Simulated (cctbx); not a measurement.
## TmTi2Cd2 with cctbx, script by script

Library: cctbx 2025.11. The data are simulated by the first script.

## 1. Simulate the data

run.py:

```python
from cctbx import adptbx, crystal, miller, sgtbx, xray
from cctbx.array_family import flex
from iotbx.shelx import hklf
from scitbx import matrix
import scitbx.random

cs = crystal.symmetry(unit_cell=(4.242, 4.242, 11.113, 90, 90, 90), space_group_symbol='Hall: -I 4 2')  # I4/mmm
atoms = [  # label, site, U (iso, or U11 U22 U33 U12 U13 U23 in A^2), occupancy
    ("Tm1", (0, 0, 0), (0.0098, 0.0098, 0.0098, 0.0000, 0.0000, 0.0000), 1),
    ("Cd1", (0, 0.5, 0.25), (0.0078, 0.0078, 0.0098, 0.0000, 0.0000, 0.0000), 1),
    ("Ti1", (0, 0, 0.3798), (0.0144, 0.0144, 0.0171, 0.0000, 0.0000, 0.0000), 1),
]
xs = xray.structure(crystal_symmetry=cs)
for label, site, u, occ in atoms:
    u = adptbx.u_cif_as_u_star(cs.unit_cell(), u) if isinstance(u, tuple) else u
    xs.add_scatterer(xray.scatterer(label, site=site, u=u, occupancy=occ))
xs.set_inelastic_form_factors(0.71073, "sasaki")
xs.show_summary()
p1 = xs.expand_to_p1()
ms = miller.build_set(p1, anomalous_flag=True, d_min=0.65)
flex.set_random_seed(413499)
scitbx.random.set_random_seed(413499)
ms = ms.select(flex.random_double(ms.size()) < 0.7)
i = ms.structure_factors_from_scatterers(p1, algorithm="direct").f_calc().as_intensity_array().data()
i = i / flex.sqrt(1 + 0.3 * i / flex.max(i))  # extinction
i = i * 20000 / flex.max(i)
sig = flex.sqrt(i + flex.pow2(0.06 * i) + 4 ** 2)
noise = scitbx.random.variate(scitbx.random.normal_distribution())(i.size())
data = ms.array(data=i + sig * noise, sigmas=sig).set_observation_type_xray_intensity()
with open("data.hkl", "w") as f:
    data.export_as_shelx_hklf(f)
print("reflections written:", data.size(), " <I/sigma> = %.1f" % flex.mean(data.data() / data.sigmas()))
for h, a, b in list(data.sort("data"))[:12]:
    print("%4d%4d%4d %9.1f %7.1f" % (h + (a, b)))
```

```console
$ python run.py
```

```text
Number of scatterers: 3
At special positions: 3
Unit cell: (4.242, 4.242, 11.113, 90, 90, 90)
Space group: I 4/m m m (No. 139)
reflections written: 2133  <I/sigma> = 6.4
   0   2   0   20320.1  1208.3
   2   0   0   18502.6  1208.3
  -1   1  -2   17328.8   979.8
   1   1   2   16587.1   979.8
   1   1  -2   15817.5   979.8
  -2  -2   0   14866.5   852.3
   2   2   0   14669.0   852.3
   2  -2   0   14633.2   852.3
  -2   2   0   13301.8   852.3
   0   0  -8   12406.5   742.9
  -1   1  -6   10043.7   576.4
   2   0  -8    9613.4   563.6
```

It took 0.24 s on 1 thread of Arm Neoverse V2, on a shared host, peak memory 0.07 GiB.

## 2. Symmetry

run.py:

```python
from cctbx import crystal, sgtbx, statistics
from cctbx.array_family import flex
from iotbx.shelx import hklf

p1 = crystal.symmetry(unit_cell=(4.242, 4.242, 11.113, 90, 90, 90), space_group_symbol="P 1")
raw = hklf.reader(file_name="data.hkl").as_miller_arrays(crystal_symmetry=p1, anomalous=True)[0]
print(raw.size(), "reflections to d = %.3f A" % raw.d_min())
isig = raw.data() / raw.sigmas()
print("centring   violations  <I/sigma> of those")
best = "P"
for c in "ABCIRF":
    a = raw.customized_copy(space_group_info=sgtbx.space_group_info("Hall: %s 1" % c)).sys_absent_flags().data()
    m = flex.mean(isig.select(a))
    print("%5s %10d of %5d %8.1f" % (c, (isig.select(a) > 4).count(True), a.count(True), m))
    if (isig.select(a) > 4).count(True) < 0.01 * a.count(True):
        best = c
raw = raw.select(~raw.customized_copy(space_group_info=sgtbx.space_group_info("Hall: %s 1" % best)).sys_absent_flags().data())
isig = raw.data() / raw.sigmas()
rows = []
for s in sgtbx.space_group_symbol_iterator():
    g = sgtbx.space_group(s)
    if g.conventional_centring_type_symbol() != best or not g.is_compatible_unit_cell(p1.unit_cell(), 1e-3, 0.02):
        continue
    rows.append((s, g))
print("Laue class    unique    Rint  (classes that these axes allow; Friedel mates merged)")
rint = {}
for s, g in rows:
    laue = g.build_derived_patterson_group()
    key = laue.type().hall_symbol()
    if key not in rint:
        m = raw.customized_copy(space_group_info=laue.info(), anomalous_flag=False).merge_equivalents()
        rint[key] = m.r_int()
        print("%-14s %6d %7.3f" % (laue.type().lookup_symbol(), m.array().size(), m.r_int()))
floor = min(rint.values())
good = [(s, g) for s, g in rows if rint[g.build_derived_patterson_group().type().hall_symbol()] < 2 * floor + 0.03]
top = max(g.build_derived_patterson_group().order_z() for s, g in good)
print("space group    extra absences  I>4sigma  <I/sigma>")
for s, g in good:
    laue = g.build_derived_patterson_group()
    if laue.order_z() != top:
        continue
    a = raw.customized_copy(space_group_info=g.info()).sys_absent_flags().data()
    a &= ~raw.customized_copy(space_group_info=laue.info()).sys_absent_flags().data()
    bad = (isig.select(a) > 4).count(True)
    if bad <= 0.03 * a.count(True):
        print("%-16s %8d %10d %9s  %s" % (s.universal_hermann_mauguin(), a.count(True), bad, "%.1f" % flex.mean(isig.select(a)) if a.count(True) else "-", "centric" if g.is_centric() else "acentric"))
laue = max(good, key=lambda t: t[1].build_derived_patterson_group().order_z())[1].build_derived_patterson_group()
f = raw.customized_copy(space_group_info=laue.info(), anomalous_flag=False).merge_equivalents().array().eliminate_sys_absent().f_sq_as_f()
f.set_observation_type_xray_amplitude()
bins = max(3, min(8, f.size() // 12))
f.setup_binner(n_bins=bins)
w = statistics.wilson_plot(f, {e: n / laue.order_z() for e, n in {'Tm': 2.0, 'Cd': 4.0, 'Ti': 4.0}.items()}, e_statistics=True)
print("Wilson B = %.2f A^2   <|E^2-1|> = %.3f (0.968 centric, 0.736 acentric)   E^2>4: %.1f %%" % (w.wilson_b, w.mean_e_sq_minus_1, w.percent_e_sq_gt_2))
print("shell (A)         n   <I/sigma>")
m = raw.customized_copy(space_group_info=laue.info(), anomalous_flag=False).merge_equivalents().array().eliminate_sys_absent()
for b in m.setup_binner(n_bins=bins).range_used():
    sel = m.binner().selection(b)
    print("%5.2f - %4.2f %6d %8.1f" % (min(m.binner().bin_d_range(b)[0] if m.binner().bin_d_range(b)[0] > 0 else 99, 99), m.binner().bin_d_range(b)[1], sel.count(True), flex.mean((m.data() / m.sigmas()).select(sel))))
```

```console
$ python run.py
```

```text
2133 reflections to d = 0.652 A
centring   violations  <I/sigma> of those
    A        479 of  1053      6.3
    B        493 of  1058      6.5
    C        532 of  1065      6.8
    I          0 of  1063      0.0
    R        662 of  1399      6.4
    F        752 of  1588      6.5
Laue class    unique    Rint  (classes that these axes allow; Friedel mates merged)
I 1 2/m 1         423   0.042
I 1 1 2/m         399   0.043
I 2/m 1 1         421   0.043
I m m m           246   0.047
I 4/m             207   0.048
I 4/m m m         142   0.049
space group    extra absences  I>4sigma  <I/sigma>
I 4 2 2                 0          0         -  acentric
I 4 m m                 0          0         -  acentric
I -4 m 2                0          0         -  acentric
I -4 2 m                0          0         -  acentric
I 4/m m m               0          0         -  centric
Wilson B = 0.63 A^2   <|E^2-1|> = 0.707 (0.968 centric, 0.736 acentric)   E^2>4: 0.0 %
shell (A)         n   <I/sigma>
 5.56 - 1.30     25     29.4
 1.30 - 1.03     17     32.5
 1.03 - 0.90     17     29.2
 0.90 - 0.82     19     33.7
 0.82 - 0.76     14     33.9
 0.76 - 0.72     16     30.6
 0.72 - 0.68     17     29.7
 0.68 - 0.65     17     33.5
```

Time: 0.27 s.

## 3. Patterson map

run.py:

```python
from cctbx import crystal, maptbx
from iotbx.shelx import hklf

cs = crystal.symmetry(unit_cell=(4.242, 4.242, 11.113, 90, 90, 90), space_group_symbol='Hall: -I 4 2')  # I4/mmm
raw = hklf.reader(file_name="data.hkl").as_miller_arrays(crystal_symmetry=cs, anomalous=True)[0]
merged = raw.eliminate_sys_absent().merge_equivalents()
fo2 = merged.array().set_observation_type_xray_intensity()
f = fo2.average_bijvoet_mates().f_sq_as_f()
pm = f.patterson_map(symmetry_flags=maptbx.use_space_group_symmetry, sharpening=False, resolution_factor=0.25)
peaks = pm.peak_search(parameters=maptbx.peak_search_parameters(min_distance_sym_equiv=0.4, max_clusters=14)).all()
top = peaks.heights()[0]
print("Patterson group", f.patterson_symmetry().space_group_info())
print("      u       v       w   height  length (A)")
for x, h in zip(peaks.sites(), peaks.heights()):
    y = [t - round(t) for t in x]
    print("%7.3f %7.3f %7.3f %8.1f %8.2f" % (x + (1000 * h / top, cs.unit_cell().length(y))))
```

```console
$ python run.py
```

```text
Patterson group I 4/m m m
      u       v       w   height  length (A)
  0.000   0.000   0.000   1000.0     0.00
  0.000   0.500   0.250    654.0     3.50
  0.000   0.000   0.500    412.0     5.56
  0.000   0.000   0.380    214.2     4.22
  0.000   0.500   0.129    129.4     2.56
  0.000   0.000   0.078     15.6     0.87
  0.000   0.125   0.069     13.4     0.93
  0.000   0.382   0.177     11.5     2.55
  0.132   0.132   0.039     11.3     0.90
  0.174   0.174   0.396      9.8     4.52
  0.000   0.000   0.236      9.5     2.62
  0.203   0.203   0.099      8.2     1.64
  0.181   0.318   0.148      7.8     2.26
  0.000   0.245   0.375      7.7     4.29
```

Time: 0.25 s.

## 4. Charge flipping

run.py:

```python
import itertools
from cctbx import crystal, maptbx
from cctbx.array_family import flex
from iotbx.shelx import hklf
from smtbx.ab_initio import charge_flipping as cf

cs = crystal.symmetry(unit_cell=(4.242, 4.242, 11.113, 90, 90, 90), space_group_symbol='Hall: -I 4 2')  # I4/mmm
raw = hklf.reader(file_name="data.hkl").as_miller_arrays(crystal_symmetry=cs, anomalous=True)[0]
merged = raw.eliminate_sys_absent().merge_equivalents()
fo2 = merged.array().set_observation_type_xray_intensity()
f = fo2.average_bijvoet_mates().f_sq_as_f().resolution_filter(d_min=0.65)
p1 = f.expand_to_p1()
p1.setup_binner_counting_sorted(reflections_per_bin=max(40, p1.size() // 12))
work = p1.array(data=p1.data() / p1.amplitude_quasi_normalisations().data())
flex.set_random_seed(10842)
it = cf.weak_reflection_improved_iterator(delta=None, weak_reflection_fraction=0.2)
it.start(work, phases=flex.random_double(p1.size()) * 6.2832, f_000=0)
it.delta = 1.1 * it.rho_map.sigma()
print("cycle      R  skewness")
for n, st in enumerate(itertools.islice(it, 200)):
    if n % 16 == 0:
        print("%5d %6.3f %8.2f" % (n, st.r1_factor(), st.rho_map.skewness()))
rho = p1.phase_transfer(it.f_calc).fft_map().apply_volume_scaling()
polish = cf.low_density_elimination_iterator(constant_rho_c=rho.sigma())
polish.start(f_obs=p1, phases=it.f_calc, f_000=0)
for _ in range(8):
    next(polish)
print("origin shift          correlation  skewness")
maps = []
for fc, shift, cc in itertools.islice(cf.f_calc_symmetrisations(f, polish.f_calc, 0), 4):
    m = f.phase_transfer(fc).fft_map(symmetry_flags=maptbx.use_space_group_symmetry, resolution_factor=0.25).apply_sigma_scaling()
    maps.append((m.skewness(), cc, m))
    print("%6.3f %6.3f %6.3f %10.3f %9.2f" % (tuple(shift) + (cc, m.skewness())))
skew, cc, m = max((t for t in maps if t[1] > maps[0][1] - 0.04), key=lambda t: t[0])
print("taken: symmetry correlation %.3f, skewness %.2f" % (cc, skew))
peaks = m.peak_search(parameters=maptbx.peak_search_parameters(min_distance_sym_equiv=0.9, max_clusters=8)).all()
sps = cs.special_position_settings(min_distance_sym_equiv=0.5)
print("peak      x       y       z  mult  height/sigma")
for k, (x, h) in enumerate(zip(peaks.sites(), peaks.heights())):
    ss = sps.site_symmetry(x)
    print("Q%-3d %7.4f %7.4f %7.4f %4d %8.1f" % ((k + 1,) + tuple(t % 1 for t in ss.exact_site()) + (ss.multiplicity(), h)))
```

```console
$ python run.py
```

```text
cycle      R  skewness
    0  0.516     0.33
   16  0.436     3.95
   32  0.389     5.05
   48  0.399     4.95
   64  0.396     4.89
   80  0.391     4.99
   96  0.390     4.99
  112  0.376     5.17
  128  0.376     4.86
  144  0.372     4.97
  160  0.367     4.98
  176  0.388     5.00
  192  0.379     4.78
origin shift          correlation  skewness
 0.251  0.934  0.115      0.853      1.83
 0.252  0.932  0.365      0.850      1.99
 0.039  0.850  0.134      0.826      1.62
 0.039  0.350  0.384      0.816      1.91
taken: symmetry correlation 0.850, skewness 1.99
peak      x       y       z  mult  height/sigma
Q1    0.0000  0.5000  0.2500    4      9.5
Q2    0.0000  0.0000  0.0000    2      9.4
Q3    0.0000  0.0000  0.4098    4      5.3
Q4    0.0000  0.1582  0.0948   16      3.8
Q5    0.2392  0.2392  0.3209   16      3.8
Q6    0.0000  0.0000  0.5000    2      3.8
Q7    0.2379  0.2379  0.4297   16      2.9
Q8    0.0000  0.3444  0.3484   16      2.9
```

Time: 0.38 s.

## 5. Charge flipping

run.py, as its changes from the last script of this kind:

```diff
@@ -13,3 +13,2 @@
-p1.setup_binner_counting_sorted(reflections_per_bin=max(40, p1.size() // 12))
-work = p1.array(data=p1.data() / p1.amplitude_quasi_normalisations().data())
-flex.set_random_seed(10842)
+work = p1
+flex.set_random_seed(10843)
@@ -20,2 +19,2 @@
-for n, st in enumerate(itertools.islice(it, 200)):
-    if n % 16 == 0:
+for n, st in enumerate(itertools.islice(it, 400)):
+    if n % 33 == 0:
```

```console
$ python run.py
```

```text
cycle      R  skewness
    0  0.494     0.50
   33  0.193     7.10
   66  0.171     6.35
   99  0.174     6.14
  132  0.174     5.95
  165  0.178     6.02
  198  0.178     5.78
  231  0.174     5.95
  264  0.190     5.93
  297  0.181     5.90
  330  0.180     5.82
  363  0.176     5.76
  396  0.179     5.70
origin shift          correlation  skewness
 0.267  0.350  0.197      0.852      5.97
 0.268  0.351  0.447      0.844      5.65
 0.269  0.852  0.447      0.840      5.55
 0.271  0.852  0.197      0.850      5.58
taken: symmetry correlation 0.852, skewness 5.97
peak      x       y       z  mult  height/sigma
Q1    0.0000  0.0000  0.2457    4     17.5
Q2    0.0000  0.5000  0.0000    4     14.2
Q3    0.0000  0.0000  0.1504    4      3.0
Q4    0.0000  0.0000  0.0601    4      2.1
Q5    0.2037  0.2037  0.3027   16      2.1
Q6    0.0000  0.2464  0.5000    8      2.0
Q7    0.0000  0.0000  0.3940    4      2.0
Q8    0.0000  0.5000  0.1090    8      1.9
```

Time: 0.42 s.

## 6. Refinement (model from the peaks)

run.py:

```python
import math
from cctbx import adptbx, crystal, maptbx, sgtbx, xray
from cctbx.array_family import flex
from cctbx.xray import observations
from iotbx.shelx import hklf
from scitbx.lstbx import normal_eqns_solving
from smtbx import absolute_structure, utils
from smtbx.refinement import constraints, least_squares

cs = crystal.symmetry(unit_cell=(4.242, 4.242, 11.113, 90, 90, 90), space_group_symbol='Hall: -I 4 2')  # I4/mmm
atoms = [  # label, site, U (iso, or U11 U22 U33 U12 U13 U23 in A^2), occupancy
    ("Ti1", (0, 0, 0.2457), 0.0200, 1),
    ("Cd1", (0, 0.5, 0), 0.0200, 1),
]
xs = xray.structure(crystal_symmetry=cs)
for label, site, u, occ in atoms:
    u = adptbx.u_cif_as_u_star(cs.unit_cell(), u) if isinstance(u, tuple) else u
    xs.add_scatterer(xray.scatterer(label, site=site, u=u, occupancy=occ))
xs.set_inelastic_form_factors(0.71073, "sasaki")
raw = hklf.reader(file_name="data.hkl").as_miller_arrays(crystal_symmetry=cs, anomalous=True)[0]
merged = raw.eliminate_sys_absent().merge_equivalents()
fo2 = merged.array().set_observation_type_xray_intensity()
print("Rint %.3f, %d unique reflections to %.2f A" % (merged.r_int(), fo2.size(), fo2.d_min()))
for sc in xs.scatterers():
    sc.flags.set_grad_site(True)
    sc.flags.set_grad_u_aniso(sc.flags.use_u_aniso())
    sc.flags.set_grad_u_iso(sc.flags.use_u_iso())
obs = fo2.as_xray_observations()
extra = {}
rep = constraints.reparametrisation(xs, [], utils.connectivity_table(xs), **extra)
ls = least_squares.crystallographic_ls(obs, rep, weighting_scheme=least_squares.mainstream_shelx_weighting(a=0, b=0))
print("cycle     R1     wR2    GooF  max shift (A)")
for cycle in range(6):
    ls.build_up()
    r1, wr2, goof = ls.r1_factor(cutoff_factor=2)[0], ls.wR2(), ls.goof()
    old = xs.sites_cart()
    normal_eqns_solving.levenberg_marquardt_iterations(ls, n_max_iterations=3, tau=0.0001, step_threshold=1e-7)
    big = flex.max((xs.sites_cart() - old).norms())
    print("%4d %7.4f %7.4f %7.3f %9.5f" % (cycle + 1, r1, wr2, goof, big))
    ls.build_up(objective_only=True)
    if abs(ls.wR2() - wr2) < 5e-5 and big < 5e-4:
        break
ls.build_up()
print("final R1 %.4f wR2 %.4f GooF %.3f  parameters %d  data/parameter %.1f" % (ls.r1_factor(cutoff_factor=2)[0], ls.wR2(), ls.goof(), ls.n_parameters, fo2.size() / ls.n_parameters))
cov = ls.covariance_matrix_and_annotations()
su = dict(zip(cov.annotations, (math.sqrt(max(v, 0)) for v in cov.matrix.matrix_packed_u_diagonal())))
a2 = cs.unit_cell().reciprocal_parameters()[0] ** -2
print("atom        x        y        z      Ueq    occ   su(xyz)  su(Uiso or U11)")
for sc in xs.scatterers():
    s = max(su.get(sc.label + k, 0) for k in (".x", ".y", ".z"))
    npd = "" if sc.is_positive_definite_u(cs.unit_cell()) else "  NPD"
    print("%-5s %8.5f %8.5f %8.5f %8.4f %6.3f %8.5f %7.4f%s" % ((sc.label,) + sc.site + (sc.u_iso_or_equiv(cs.unit_cell()), sc.occupancy, s, su.get(sc.label + ".uiso", su.get(sc.label + ".u11", 0) * a2), npd)))
fo = fo2.f_sq_as_f()
fc = fo.structure_factors_from_scatterers(xs, algorithm="direct").f_calc()
diff = fo.f_obs_minus_f_calc(1 / math.sqrt(ls.scale_factor()), fc).average_bijvoet_mates()
m = diff.fft_map(symmetry_flags=maptbx.use_space_group_symmetry, resolution_factor=0.25).apply_volume_scaling()
print("difference map: max %.2f min %.2f rms %.2f" % (m.statistics().max(), m.statistics().min(), m.statistics().sigma()))
peaks = m.peak_search(parameters=maptbx.peak_search_parameters(min_distance_sym_equiv=0.6, max_clusters=6)).all()
near = xs.closest_distances(peaks.sites(), distance_cutoff=4)
sps = cs.special_position_settings(min_distance_sym_equiv=0.5)
for k, (x, h) in enumerate(zip(peaks.sites(), peaks.heights())):
    ss = sps.site_symmetry(x)
    print("Q%-3d %7.4f %7.4f %7.4f %4d %7.2f  %.2f A from %s" % ((k + 1,) + tuple(t % 1 for t in ss.exact_site()) + (ss.multiplicity(), h, near.smallest_distances[k], xs.scatterers()[near.i_seqs[k]].label)))
```

```console
$ python run.py
```

```text
Rint 0.049, 142 unique reflections to 0.65 A
cycle     R1     wR2    GooF  max shift (A)
   1  0.7712  0.9535  32.987   0.00139
   2  0.8394  0.9686  33.509   0.16186
   3  0.7415  0.9427  32.614   0.01382
   4  0.7306  0.9400  32.521   0.14756
   5  0.7569  0.9419  32.587   0.01260
   6  0.8798  0.9745  33.714   2.35481
final R1 0.8607 wR2 0.9698 GooF 33.553  parameters 3  data/parameter 47.3
atom        x        y        z      Ueq    occ   su(xyz)  su(Uiso or U11)
Ti1    0.00000  0.00000  0.03532   0.0001  1.000  0.01424  0.0284
Cd1    0.00000  0.50000  0.00000   0.0001  1.000  0.00000  0.0144
difference map: max 1413.84 min -873.68 rms 86.80
Q1    0.0000  0.5000  0.0000    4 1413.84  0.00 A from Cd1
Q2    0.0000  0.0000  0.2521    4 1270.12  2.41 A from Ti1
Q3    0.0000  0.0000  0.0305    4  685.94  0.05 A from Ti1
Q4    0.0000  0.0000  0.4037    4  508.25  2.38 A from Cd1
Q5    0.0000  0.0000  0.1517    4  103.35  1.29 A from Ti1
Q6    0.1493  0.1493  0.0000    8   69.27  0.98 A from Ti1
```

It took 0.58 s on 1 thread of Arm Neoverse V2, on a shared host, peak memory 0.09 GiB.

Figures of merit this high mean that the model is still wrong or incomplete.

[Logs are printed without paths, hosts, clocks, repeated set-up lines and the standing remarks that a program may print on its own settings, such as how far it seeks lower states.]
